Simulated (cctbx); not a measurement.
**What is wrong with this refinement?**

Cell a = 10.0860 Å, b = 10.0860 Å, c = 10.0860 Å, α = 90.00°, β = 90.00°, γ = 90.00°; space group Fm-3m (no. 225).

The data are simulated with cctbx, not measured: synchrotron X-rays, λ = 0.7749 Å, to d = 0.6 Å, 95 % of the full sphere, strongest reflection 70000 counts, noise from counting, a 4 % proportional error and a noise floor of 15 counts (s.d.); no absorption.

An anisotropic refinement with weights 1/σ² prints:

```text
Rint 0.037, 163 unique reflections to 0.60 A
cycle     R1     wR2    GooF  max shift (A)
   1  0.0609  0.1772  11.036   0.00024
   2  0.0447  0.1203   7.492   0.00000
final R1 0.0447 wR2 0.1203 GooF 7.492  parameters 5  data/parameter 32.6
atom        x        y        z      Ueq    occ   su(xyz)  su(Uiso or U11)
Ag1    0.50000  0.00000  0.00000   0.0221  1.000  0.00000  0.0006
Br1    0.00000  0.00000  0.75088   0.0141  1.000  0.00009  0.0004
Cu1    0.25000  0.75000  0.75000   0.0213  1.000  0.00000  0.0006
difference map: max 18.83 min -0.44 rms 0.41
Q1    0.0000  0.0000  0.0000    4   18.83  2.51 A from Br1
Q2    0.0000  0.0000  0.5000    4    6.39  0.00 A from Ag1
Q3    0.2500  0.2500  0.2500    8    5.35  0.00 A from Cu1
Q4    0.0000  0.0000  0.2433   24    1.09  0.06 A from Br1
Q5    0.0000  0.0583  0.0583   48    0.86  2.01 A from Br1
Q6    0.0000  0.0606  0.4394   48    0.40  0.86 A from Ag1
```

**Question.** Can this result stand? If not, what is the likely fault?

Mend it. The fault: an atom left out, N at (0, 0, 0). Against the right model at the same level, R1 goes from 0.0083 to 0.0447 and GooF from 0.99 to 7.49 and the top difference peak, 18.8 e/Å³, lies 2.51 Å from Br1. Q1 is the missing atom. With scattering power missing, scale and phases suffer, so peaks may also grow on the heavy atoms.

The compound is Cu2AgBr6N. The right model at the same level gives:

```text
Rint 0.037, 163 unique reflections to 0.60 A
cycle     R1     wR2    GooF  max shift (A)
   1  0.0312  0.1297   8.103   0.00004
   2  0.0083  0.0159   0.995   0.00000
final R1 0.0083 wR2 0.0159 GooF 0.995  parameters 6  data/parameter 27.2
atom        x        y        z      Ueq    occ   su(xyz)  su(Uiso or U11)
Ag1    0.50000  0.00000  0.00000   0.0220  1.000  0.00000  0.0001
Br1    0.00000  0.00000  0.75090   0.0151  1.000  0.00001  0.0000
Cu1    0.25000  0.75000  0.75000   0.0206  1.000  0.00000  0.0001
N1     0.00000  0.00000  0.00000   0.0233  1.000  0.00000  0.0006
difference map: max 0.36 min -0.33 rms 0.08
Q1    0.1251  0.1251  0.3749   32    0.36  2.18 A from Cu1
Q2    0.1621  0.1621  0.3379   32    0.32  1.54 A from Cu1
Q3    0.0974  0.0974  0.0974   32    0.31  1.70 A from N1
Q4    0.0875  0.0875  0.4125   32    0.28  1.53 A from Ag1
Q5    0.0769  0.0769  0.1900   96    0.22  1.25 A from Br1
Q6    0.0857  0.0857  0.2822   96    0.22  1.27 A from Br1
```

This is a model crystal, built by substitution and not relaxed, with assumed displacement parameters.

[Middle refinement cycles are left out of these outputs.]

[Logs are printed without paths, hosts, clocks, repeated set-up lines and the standing remarks that a program may print on its own settings, such as how far it seeks lower states.]
